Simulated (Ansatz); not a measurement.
# Y on Hf(0001): change of the work function, part 3 of 5

Aim: the work function of Hf(0001) at several coverages of Y (hcp site), and the dipole that each adsorbate carries.

Ansatz 0.2.0; plane-wave DFT, PBE, Ansatz PAW (the session's first sound run).

So far, work function, upper face (eV): step 2 (the clean slab) 4.33; step 3 (37 atoms, coverage 0.111 ML, cell 3x3) 3.20.

**4. Adsorbate added, k-mesh 6×6×1, coverage 0.25 ML**

System of this step: Y/Hf(0001). The cell holds 17 atoms: 16 Hf and 1 Y. Its edges and angles: a = 6.400 Å, b = 6.400 Å, c = 28.910 Å, α = 90.0°, β = 90.0°, γ = 60.0°. Vacuum lies along c.

Another coverage, to see how the dipoles act on each other as their distance changes.

Contents of input.yaml:

```yaml
crystal:
  lattice:
    - [6.4, 0.0, 0.0]
    - [3.2, 5.5425625842, 0.0]
    - [0.0, 0.0, 28.9097493242]
  atoms:
    - { symbol: Hf, position: [0.3333333333, 0.3333333333, 0.3113136644] }
    - { symbol: Hf, position: [0.0, 0.0, 0.398868903] }
    - { symbol: Hf, position: [0.3333333333, 0.3333333333, 0.4902898858] }
    - { symbol: Hf, position: [0.0, 0.0, 0.5725391708] }
    - { symbol: Hf, position: [0.3333333333, 0.8333333333, 0.3113136644] }
    - { symbol: Hf, position: [0.0, 0.5, 0.398868903] }
    - { symbol: Hf, position: [0.3333333333, 0.8333333333, 0.4902898858] }
    - { symbol: Hf, position: [0.0, 0.5, 0.5725391708] }
    - { symbol: Hf, position: [0.8333333333, 0.3333333333, 0.3113136644] }
    - { symbol: Hf, position: [0.5, 0.0, 0.398868903] }
    - { symbol: Hf, position: [0.8333333333, 0.3333333333, 0.4902898858] }
    - { symbol: Hf, position: [0.5, 0.0, 0.5725391708] }
    - { symbol: Hf, position: [0.8333333333, 0.8333333333, 0.3113136644] }
    - { symbol: Hf, position: [0.5, 0.5, 0.398868903] }
    - { symbol: Hf, position: [0.8333333333, 0.8333333333, 0.4902898858] }
    - { symbol: Hf, position: [0.5, 0.5, 0.5725391708] }
    - { symbol: "Y", position: [0.3333333333, 0.3333333333, 0.6886863356] }
kpoints:
  mp_grid: { grid: [6, 6, 1] }
hamiltonian:
  xc: pbe
scf:
  occupations: { method: fermi_dirac, width: 0.1 }
  convergence: { dr2_threshold: 1.0e-08 }
efield:
  axis: 3
  dipole_correction: true
  ramp_position: 0.97
  ramp_width: 0.06
relax:
  f_tol: 0.02
  max_steps: 60
  constraints: [{ sites: [0, 1, 4, 5, 8, 9, 12, 13] }]
output:
  bader: true
  dos: { projected: true, e_range: [-8, 4] }
  write_potential: true
  write_density: true
  volumetric_format: npy
  elf: true
```

Run with:

```console
ansatz run input.yaml --threads 4 --pin off --max-ram 12288MiB --backend cpu --events-out ev --progress --plain --runs-dir out
```

Numbers of over 12 decimals in the logs are rounded to 6 here.

What it wrote:

```text
[...]
Crystal: 17 atoms, lattice volume = 1025.498 Å³
Basis set: ecut = 420 eV, 20065 PW (Γ), exchange–correlation on 90×90×400 points (8 copies of the dense FFT grid, shifted against one another)
Bands: 257, of which v1, the nominal top of the filled ones, is band 214 counted from 1 (213 counted from 0)
Symmetry: 6 space group operations
[...]
k-points: 7 of 36 (time reversal used)
[...]
SCF iter   1: F=—  HF=-255381.663682 eV  |F-HF|=—  |Δ(HF+E_count)|=         —  Δρ=5.76e-3  dr2=6.52e0  ethr=1.77e-3  p=0.390 e·Å  D=6.89e-2 V/Å  ΔV_dip=-1.99 eV  dr2_dipole=2.19e-1  V_vac-E_F(+/−)=2.44/4.43 eV  ⟨swp⟩=6.0  Hψ=5823  notcnv=0  defer=1
[...]
SCF iter  12: F=-255381.475402 eV  HF=-255381.475402 eV  |F-HF|=7.63e-9  |Δ(HF+E_count)|=  6.69e-10  Δρ=4.95e-7  dr2=8.57e-9  ethr=2.34e-12  p=0.318 e·Å  D=5.61e-2 V/Å  ΔV_dip=-1.62 eV  dr2_dipole=7.05e-10  V_vac-E_F(+/−)=2.75/4.37 eV  ⟨swp⟩=17.1  Hψ=17299  notcnv=0
SCF 1 converged in 12 iterations: F = -255381.475402 eV  dr2 = 8.57e-9
[...]
relax step   1: F+E_penalty+E_count = -255381.47540195 eV  Δ(F+E_penalty+E_count) = +0.000e0 eV  max|allowed force component| = 2.087e0 eV/Å  Δτ_max = 0.0000 Å  (12 SCF iters, accepted)
[...]
SCF iter   1: F=—  HF=-255382.120479 eV  |F-HF|=—  |Δ(HF+E_count)|=         —  Δρ=3.68e-3  dr2=1.07e0  ethr=2.05e-4  p=0.318 e·Å  D=5.61e-2 V/Å  ΔV_dip=-1.62 eV  dr2_dipole=1.34e-1  V_vac-E_F(+/−)=2.76/4.38 eV  ⟨swp⟩=1.0  Hψ=5126  notcnv=0  defer=16
[...]
eigensolver tolerance schedule calibrated: the retry pair's looser diagonalisation under-reported the residual by θ = 0.18 (0.15/decade); ethr = c·dr2/N_el runs at the constant in force after the calibration composes with the one it found (an armed cap, an earlier calibration), c = 4.3e-2
[...]
SCF iter   2: F=—  HF=-255382.048461 eV  |F-HF|=—  |Δ(HF+E_count)|=   7.20e-2  Δρ=1.95e-3  dr2=2.69e-1  ethr=1.07e-4  p=0.352 e·Å  D=6.21e-2 V/Å  ΔV_dip=-1.79 eV  dr2_dipole=4.56e-2  V_vac-E_F(+/−)=2.57/4.37 eV  ⟨swp⟩=2.6  Hψ=3444  notcnv=0  defer=16
[...]
SCF iter  11: F=-255382.031465 eV  HF=-255382.031465 eV  |F-HF|=5.24e-10  |Δ(HF+E_count)|=   5.36e-8  Δρ=4.41e-7  dr2=4.01e-9  ethr=1.00e-12  p=0.359 e·Å  D=6.33e-2 V/Å  ΔV_dip=-1.83 eV  dr2_dipole=7.74e-11  V_vac-E_F(+/−)=2.53/4.37 eV  ⟨swp⟩=13.1  Hψ=16201  notcnv=0
SCF 2 converged in 11 iterations: F = -255382.031465 eV  dr2 = 4.01e-9
relax step   2: F+E_penalty+E_count = -255382.03146456 eV  Δ(F+E_penalty+E_count) = -5.561e-1 eV  max|allowed force component| = 2.123e0 eV/Å  Δτ_max = 0.1948 Å  (11 SCF iters, accepted)
SCF iter   1: F=—  HF=-255382.539109 eV  |F-HF|=—  |Δ(HF+E_count)|=         —  Δρ=3.37e-3  dr2=1.55e0  ethr=1.85e-3  p=0.359 e·Å  D=6.33e-2 V/Å  ΔV_dip=-1.83 eV  dr2_dipole=4.25e-1  V_vac-E_F(+/−)=2.55/4.38 eV  ⟨swp⟩=3.4  Hψ=3062  notcnv=0  defer=9
[...]
SCF iter  10: F=-255382.473292 eV  HF=-255382.473292 eV  |F-HF|=7.28e-9  |Δ(HF+E_count)|=   2.08e-8  Δρ=5.11e-7  dr2=6.46e-9  ethr=2.34e-12  p=0.382 e·Å  D=6.74e-2 V/Å  ΔV_dip=-1.95 eV  dr2_dipole=1.71e-9  V_vac-E_F(+/−)=2.41/4.36 eV  ⟨swp⟩=14.1  Hψ=15651  notcnv=0
SCF 3 converged in 10 iterations: F = -255382.473292 eV  dr2 = 6.46e-9
relax step   3: F+E_penalty+E_count = -255382.47329197 eV  Δ(F+E_penalty+E_count) = -4.418e-1 eV  max|allowed force component| = 1.724e0 eV/Å  Δτ_max = 0.1950 Å  (10 SCF iters, accepted)
[...]
relax step   4: F+E_penalty+E_count = -255382.77065520 eV  Δ(F+E_penalty+E_count) = -2.974e-1 eV  max|allowed force component| = 8.916e-1 eV/Å  Δτ_max = 0.1970 Å  (10 SCF iters, accepted)
[...]
relax step   5: F+E_penalty+E_count = -255382.89154365 eV  Δ(F+E_penalty+E_count) = -1.209e-1 eV  max|allowed force component| = 3.843e-1 eV/Å  Δτ_max = 0.2000 Å  (11 SCF iters, accepted)
[...]
relax step   6: F+E_penalty+E_count = -255382.90025313 eV  Δ(F+E_penalty+E_count) = -8.709e-3 eV  max|allowed force component| = 2.475e-1 eV/Å  Δτ_max = 0.0670 Å  (9 SCF iters, accepted)
[...]
relax step   7: F+E_penalty+E_count = -255382.90533966 eV  Δ(F+E_penalty+E_count) = -5.087e-3 eV  max|allowed force component| = 3.583e-2 eV/Å  Δτ_max = 0.0212 Å  (8 SCF iters, accepted)
SCF iter   1: F=—  HF=-255382.907108 eV  |F-HF|=—  |Δ(HF+E_count)|=         —  Δρ=3.03e-4  dr2=2.04e-2  ethr=7.87e-5  p=0.366 e·Å  D=6.46e-2 V/Å  ΔV_dip=-1.87 eV  dr2_dipole=4.70e-3  V_vac-E_F(+/−)=2.50/4.37 eV  ⟨swp⟩=1.4  Hψ=2208  notcnv=0
[...]
SCF iter   7: F=-255382.905605 eV  HF=-255382.905605 eV  |F-HF|=6.14e-9  |Δ(HF+E_count)|=   5.87e-8  Δρ=5.54e-7  dr2=4.64e-9  ethr=2.34e-12  p=0.365 e·Å  D=6.44e-2 V/Å  ΔV_dip=-1.86 eV  dr2_dipole=9.94e-10  V_vac-E_F(+/−)=2.51/4.37 eV  ⟨swp⟩=12.7  Hψ=15434  notcnv=0
SCF 8 converged in 7 iterations: F = -255382.905605 eV  dr2 = 4.64e-9
relax step   8: F+E_penalty+E_count = -255382.90560530 eV  Δ(F+E_penalty+E_count) = -2.656e-4 eV  max|allowed force component| = 8.110e-3 eV/Å  Δτ_max = 0.0066 Å  (7 SCF iters, accepted)
[...]
WARN: The output density's exchange-correlation potential varies sharply where the density is thin. Do not read a vacuum level from v_tot or v_xc, or from such a field of the output density. On a cell that repeats whose density bears no net charge and no dipole along the vacuum's axis use v_es (v_loc + v_h of the components); under efield.dipole_correction with no amplitude use v_es + v_field, which holds any externa [...]
SCF converged after 7 iterations
Free energy (F): -255382.905605 eV
[...]
Internal energy: -255382.191186 eV  (E = F + TS)
E sigma→0 (E₀):  -255382.548396 eV
Entropy (-TS):   -0.714419 eV (-42.025 meV/atom)
Fermi energy:    5.229749 eV
Dipole field:    D = 0.064467 V/Å  (p = 0.365352 e·Å, saw-weighted, corrected)
Work function:   Φ+ = 2.5077 eV   Φ− = 4.3714 eV
[...]
--- Forces (eV/Å), atoms counted from 1 ---
  atom   1  Hf     0.00000000    -0.00000000     0.55945329
  atom   2  Hf    -0.00000000     0.00000000    -0.39770126
  atom   3  Hf    -0.00000000     0.00000000    -0.00810956
  atom   4  Hf     0.00000000    -0.00000000     0.00393705
  atom   5  Hf     0.01766679    -0.01019993     0.64472165
  atom   6  Hf    -0.08219078     0.04745287    -0.69505249
  atom   7  Hf     0.00115516    -0.00066693    -0.00396997
  atom   8  Hf    -0.00333923     0.00192790     0.00180757
  atom   9  Hf     0.00000000     0.02039985     0.64472165
  atom  10  Hf    -0.00000000    -0.09490574    -0.69505249
  atom  11  Hf     0.00000000     0.00133386    -0.00396997
  atom  12  Hf    -0.00000000    -0.00385581     0.00180757
  atom  13  Hf    -0.01766679    -0.01019993     0.64472165
  atom  14  Hf     0.08219078     0.04745287    -0.69505249
  atom  15  Hf    -0.00115516    -0.00066693    -0.00396997
  atom  16  Hf     0.00333923     0.00192790     0.00180757
  atom  17  Y     -0.00000000     0.00000000    -0.00008936
  max |Σ_I F_I| component: 1.04e-5 eV/Å
--- Band table (eV; the first three rows and the last of 7) ---
  k-point 0: bands = [... 210 lower, 5.5089, 5.5677, 5.5677, 5.5777, 5.7823, 5.7823, 5.9067, 6.2410, ... 39 higher]
  k-point 1: bands = [... 210 lower, 5.3512, 5.4645, 5.4820, 5.4932, 5.6956, 5.7015, 5.8160, 5.9761, ... 39 higher]
  k-point 2: bands = [... 210 lower, 5.0083, 5.1749, 5.2083, 5.2382, 5.3920, 5.4658, 5.4816, 5.5876, ... 39 higher]
  k-point 6: bands = [... 210 lower, 4.7047, 4.7911, 4.8287, 4.8369, 5.0622, 5.1074, 5.1739, 5.3837, ... 39 higher]
--- Relaxed structure (8 steps of the walk, 8 accepted, 0 SCFs on fresh bases) ---
  F+E_penalty+E_count = -255382.90560530 eV   max|allowed force component| = 8.110e-3 eV/Å
  atoms:
    - { symbol: Hf, position: [0.333333, 0.333333, 0.311314] }
    - { symbol: Hf, position: [1.632680918509386e-17, 1.6326809185093863e-17, 0.398869] }
    - { symbol: Hf, position: [0.333333, 0.333333, 0.486234] }
    - { symbol: Hf, position: [1.632680918509386e-17, 1.6326809185093863e-17, 0.580565] }
    - { symbol: Hf, position: [0.333333, 0.833333, 0.311314] }
    - { symbol: Hf, position: [-5.551115123125783e-17, 0.500000, 0.398869] }
    - { symbol: Hf, position: [0.327767, 0.836117, 0.490928] }
    - { symbol: Hf, position: [0.010823, 0.494589, 0.571728] }
    - { symbol: Hf, position: [0.833333, 0.333333, 0.311314] }
    - { symbol: Hf, position: [0.5, 1.6326809185093863e-17, 0.398869] }
    - { symbol: Hf, position: [0.836117, 0.327767, 0.490928] }
    - { symbol: Hf, position: [0.494589, 0.010823, 0.571728] }
    - { symbol: Hf, position: [0.833333, 0.833333, 0.311314] }
    - { symbol: Hf, position: [0.500000, 0.500000, 0.398869] }
    - { symbol: Hf, position: [0.836117, 0.836117, 0.490928] }
    - { symbol: Hf, position: [0.494589, 0.494589, 0.571728] }
    - { symbol: Y, position: [0.333333, 0.333333, 0.659847] }
--- Bader charges: 17 sites ---
  site symbol  charge [e]  shift [e]
     0     Hf     -0.0650     0.0000
     1     Hf      0.0559     0.0000
     2     Hf      0.0375     0.0000
     3     Hf      0.1569     0.0000
     4     Hf     -0.0617     0.0000
     5     Hf      0.0722     0.0000
     6     Hf      0.0599     0.0000
     7     Hf     -0.3072     0.0000
     8     Hf     -0.0617     0.0000
     9     Hf      0.0722     0.0000
    10     Hf      0.0599     0.0000
    11     Hf     -0.3075     0.0000
    12     Hf     -0.0617     0.0000
    13     Hf      0.0721     0.0000
    14     Hf      0.0599     0.0000
    15     Hf     -0.3074     0.0000
    16      Y      0.5259     0.0000
  estimated error of the sums over rays = 8.7e-4 e
```

Elapsed: 12 min, on 4 threads of Arm Neoverse V1, shared host; peak memory 5.8 GiB; 46 min of CPU time.

Step by step:

| step | energy less that of the first step (eV) | largest force component (eV/Å) |
| --- | --- | --- |
| 1 | 0.0000 | 2.0874 |
| 2 | -0.5561 | 2.1226 |
| 3 | -0.9979 | 1.7243 |
| 4 | -1.2953 | 0.8916 |
| 5 | -1.4161 | 0.3843 |
| 6 | -1.4249 | 0.2475 |
| 7 | -1.4299 | 0.0358 |
| 8 | -1.4302 | 0.0081 |

The run keeps the 6 symmetry operations that it works with, so distortions that break them were not tested.

The atoms that moved most (Å):

| atom | dx | dy | dz | length |
| --- | --- | --- | --- | --- |
| Y17 | 0.000 | 0.000 | -0.834 | 0.834 |
| Hf4 | 0.000 | 0.000 | 0.232 | 0.232 |
| Hf3 | 0.000 | 0.000 | -0.117 | 0.117 |
| Hf12 | 0.000 | 0.060 | -0.023 | 0.064 |
| Hf16 | -0.052 | -0.030 | -0.023 | 0.064 |
| Hf8 | 0.052 | -0.030 | -0.023 | 0.064 |
| Hf7 | -0.027 | 0.015 | 0.018 | 0.036 |
| Hf15 | 0.027 | 0.015 | 0.018 | 0.036 |

The relaxed structure:

```cif
data_structure
_symmetry_space_group_name_H-M 'P 1'
_symmetry_Int_Tables_number 1
_cell_length_a 6.4000
_cell_length_b 6.4000
_cell_length_c 28.9097
_cell_angle_alpha 90.000
_cell_angle_beta 90.000
_cell_angle_gamma 60.000
_cell_volume 1025.50
loop_
_atom_site_label
_atom_site_type_symbol
_atom_site_fract_x
_atom_site_fract_y
_atom_site_fract_z
_atom_site_occupancy
Hf1 Hf 0.33333 0.33333 0.31131 1
Hf2 Hf 0.00000 0.00000 0.39887 1
Hf3 Hf 0.33333 0.33333 0.48623 1
Hf4 Hf 0.00000 0.00000 0.58056 1
Hf5 Hf 0.33333 0.83333 0.31131 1
Hf6 Hf 0.00000 0.50000 0.39887 1
Hf7 Hf 0.32777 0.83612 0.49093 1
Hf8 Hf 0.01082 0.49459 0.57173 1
Hf9 Hf 0.83333 0.33333 0.31131 1
Hf10 Hf 0.50000 0.00000 0.39887 1
Hf11 Hf 0.83612 0.32777 0.49093 1
Hf12 Hf 0.49459 0.01082 0.57173 1
Hf13 Hf 0.83333 0.83333 0.31131 1
Hf14 Hf 0.50000 0.50000 0.39887 1
Hf15 Hf 0.83612 0.83612 0.49093 1
Hf16 Hf 0.49459 0.49459 0.57173 1
Y17 Y 0.33333 0.33333 0.65985 1
```

Numbers from this step:

```yaml
energy_at_zero_smearing: -255382.5484 eV
work_function_upper_face: 2.508 eV
work_function_lower_face: 4.371 eV
dipole_along_the_normal: 0.3654 e·Å
step_between_the_vacuum_levels: -1.864 eV
```

Running mean over 2.5312 Å of the planar mean; the ramp of the sawtooth is left out. Table of electron's electrostatic potential energy less the Fermi level by z:

z (Å), electron's electrostatic potential energy less the Fermi level (eV) and a bar from the least value:
```
        4       4.37 ##############################
        5       4.34 ##############################
        6       4.12 #############################
        7       2.30 #########################
        8      -4.05 #########
        9      -7.41 #
       10      -7.29 #
       11      -7.25 #
       12      -7.10 ##
       13      -6.75 ###
       14      -7.25 #
       15      -7.82 
       16      -7.65 
       17      -6.79 ###
       18      -3.15 ############
       19      -0.42 ##################
       20       0.28 ####################
       21       1.90 ########################
       22       2.41 #########################
       23       2.49 #########################
       24       2.51 #########################
       25       2.51 #########################
```

The density of states has structure finer than the step of the table below, so its rows give means over 0.5 eV, whole bins alone (the curve runs from -8 to 1.98 eV). Peaks (eV: height): -1.29: 47.0, -0.90: 57.2, 0.18: 50.2, 0.99: 48.9, 1.47: 92.9, 1.56: 45.7, 1.74: 45.9.

The density of states by energy, zero at the Fermi level; means over each step:

| energy (eV) | density of states (states/eV a cell) |
| --- | --- |
| -7.5 | 0 |
| -7.0 | 0.119 |
| -6.5 | 1.06 |
| -6.0 | 1.35 |
| -5.5 | 2.55 |
| -5.0 | 2.06 |
| -4.5 | 4.53 |
| -4.0 | 4.87 |
| -3.5 | 7.13 |
| -3.0 | 11.3 |
| -2.5 | 14.6 |
| -2.0 | 11.0 |
| -1.5 | 19.4 |
| -1.0 | 26.4 |
| -0.5 | 18.8 |
| 0.0 | 22.6 |
| 0.5 | 26.7 |
| 1.0 | 30.6 |
| 1.5 | 27.4 |

Projected DOS per atom over height of the atomic layer and energy from the Fermi level. Layers: Hf4 Hf4 Hf4 Hf4 Y from below.

Ten even steps from '_' (0.00 states/eV) to '@' (3.94 states/eV), each cell a mean:
```
::------**
::--====@@
==------@@
==::::--**
==::::::--
--::::----
--==----::
::::::----
........__
..::::..__
........__
....::..__
__......__
__________
__________
__________
__________
__________
__________
__________
__________
__________
```
Columns: height of the atomic layer (Å) from 9 to 19.1; rows upwards: energy from the Fermi level (eV) from -7.96 to 1.95.

Electrostatic potential energy in the ca plane at fractional y = 0.328, with atoms of Hf and Y within 0.2 Å of it. With pseudopotentials it is smooth inside the atoms' cores, unlike the true potential.

Values in eV, 9 rows by 16 columns, each cell a mean:
```
 -1   4   5  -5 -28  -5   4   6   9   9   8   8   8   8   8   8
 -5   7   6 -12 -33 -10   7   7   9   9   9   8   8   8   8   8
  2   1   3  -1 -18  -1   1   4   9   9   8   8   8   8   8   8
  5  -7  -2   5   3   4  -8  -2   6   5   6   8   8   8   8   8
  3  -1   1  -1 -11   2  -2   2  -2 -14   2   7   8   8   8   8
 -4   6   6 -16 -32  -4   6   6 -18 -34  -6   7   8   8   8   8
 -2   5   5 -12 -30  -2   4   5 -14 -32  -4   7   8   8   8   8
  4  -4   0   3  -2   4  -5   0   2  -4   4   7   8   8   8   8
  5  -6  -1   5   1   4  -6  -1   7   7   7   8   8   8   8   8
```
Columns run along c (16.0 Å, from fractional 0.34 to 0.90 of the cell; values clipped at the 3rd and 97th percentile), rows up along a (6.4 Å). Atoms in or near the plane, at fractional coordinates: Hf at (0.49, 0.33), Hf at (0.49, 0.84), Y at (0.66, 0.33).

ELF in the ca plane at fractional y = 0.328, with atoms of Hf and Y within 0.2 Å of it. It is the smooth field of the valence electrons, not physical close to the nuclei.

Ten even steps from '0' (0.00) to '9' (0.84), each cell a mean:
```
23432223323675223322235554321100000000000000
32676555326999425765555543321000000000000000
52788876338999636887665443211000000000000000
32676666326999525765555543321000000000000000
23432224323675223322235554321100000000000000
34212212432222232222135664321111000000000000
54213322454234531233235642111112110000000000
44213322442223432233235311100123322100000000
23322223322332232222243247631124543210000000
22554445326996235433553599984235665310000000
42687776349998437776753797896335775421000000
42687776349998437877763897896335775421000000
23554455326986235433553599984235665320000000
23322223322442233222243257641124543210000000
44212312442223432233235311110123332100000000
54223322454334531243235532111112110000000000
34212212432222232222135664321111000000000000
```
Columns run along c (16.0 Å, from fractional 0.34 to 0.90 of the cell), rows up along a (6.4 Å). Atoms in or near the plane, at fractional coordinates: Hf at (0.49, 0.33), Hf at (0.49, 0.84), Y at (0.66, 0.33).

Valence density in the ca plane at fractional y = 0.328, with atoms of Hf and Y within 0.2 Å of it. It is the smooth field of the valence electrons, not physical close to the nuclei.

Values in e/Å³, 9 rows by 16 columns, each cell a mean:
```
 0  0  0  1  7  1  0  0  0  0  0  0  0  0  0  0
 1  0  0  2 20  2  0  0  0  0  0  0  0  0  0  0
 0  0  0  0  3  0  0  0  0  0  0  0  0  0  0  0
 0  1  0  0  0  0  1  0  0  0  0  0  0  0  0  0
 0  0  0  0  1  0  0  0  0  1  0  0  0  0  0  0
 1  0  0  3 17  1  0  0  1  3  0  0  0  0  0  0
 0  0  0  2 10  1  0  0  1  2  0  0  0  0  0  0
 0  0  0  0  0  0  1  0  0  0  0  0  0  0  0  0
 0  1  0  0  0  0  1  0  0  0  0  0  0  0  0  0
```
Columns run along c (16.0 Å, from fractional 0.34 to 0.90 of the cell), rows up along a (6.4 Å). Atoms in or near the plane, at fractional coordinates: Hf at (0.49, 0.33), Hf at (0.49, 0.84), Y at (0.66, 0.33).

The relaxation took 8 steps and lowered the energy by 1.4 eV; the largest force on the free atoms ends at 0.0081 eV/Å.

By hand: a sheet of dipoles makes a step −p/(ε₀A) in the electron's potential. With e/ε₀ = 180.95 V·Å, p = 0.3654 e·Å and A = 35.47 Å², that is −180.95 × (0.3654) / 35.47 = -1.864 eV, and the two vacuum levels of the run differ by -1.864 eV.

The covered face has 2.51 eV, -1.82 eV against the clean one; the bare back face has moved by -0.01 eV, a measure of how thin the slab is.

**5. Work function against coverage**

This step: plane-wave DFT, PBE, Ansatz PAW; work function against coverage (Ansatz 0.2.0).

The runs are now put side by side.

This step gave:

```
work function of the clean face     : 4.326 eV
largest change of the work function : -1.818 eV
```

The work function of the covered face by coverage:

| coverage (adsorbates/nm²) | work function of the covered face (eV) |
| --- | --- |
| 0.00 | 4.33 |
| 1.25 | 3.20 |
| 2.82 | 2.51 |

The dipole per adsorbate comes from the change of the cell's dipole. Coverage, by row:

| coverage (1/nm²) | coverage (ML) | work function (eV) | change (eV) | dipole per adsorbate, positive end outwards (debye) | mean height of the added atoms over the highest substrate atom (Å) |
| --- | --- | --- | --- | --- | --- |
| 1.253 | 0.1111 | 3.203 | -1.123 | 2.365 | 2.375 |
| 2.819 | 0.25 | 2.508 | -1.818 | 1.705 | 2.292 |

(Continued in part 4 of 5.)

[Logs are printed without paths, hosts, clocks, repeated set-up lines and the standing remarks that a program may print on its own settings, such as how far it seeks lower states.]

[Hosts, paths, dates, database ids (printed as entryN), source tags and the programs' standing remarks are cut or masked in the printed files.]

[Maps of the electrostatic potential energy from Ansatz leave out the sawtooth potential of an applied field or a dipole correction, so their vacuum need not be flat; planar profiles and work functions include it.]

[The density of states shown here was stored with 400 of the rows of the run's finer table, so its peaks can read low, often by over a quarter, or be missed, and its means over a window can be off by a tenth or more.]
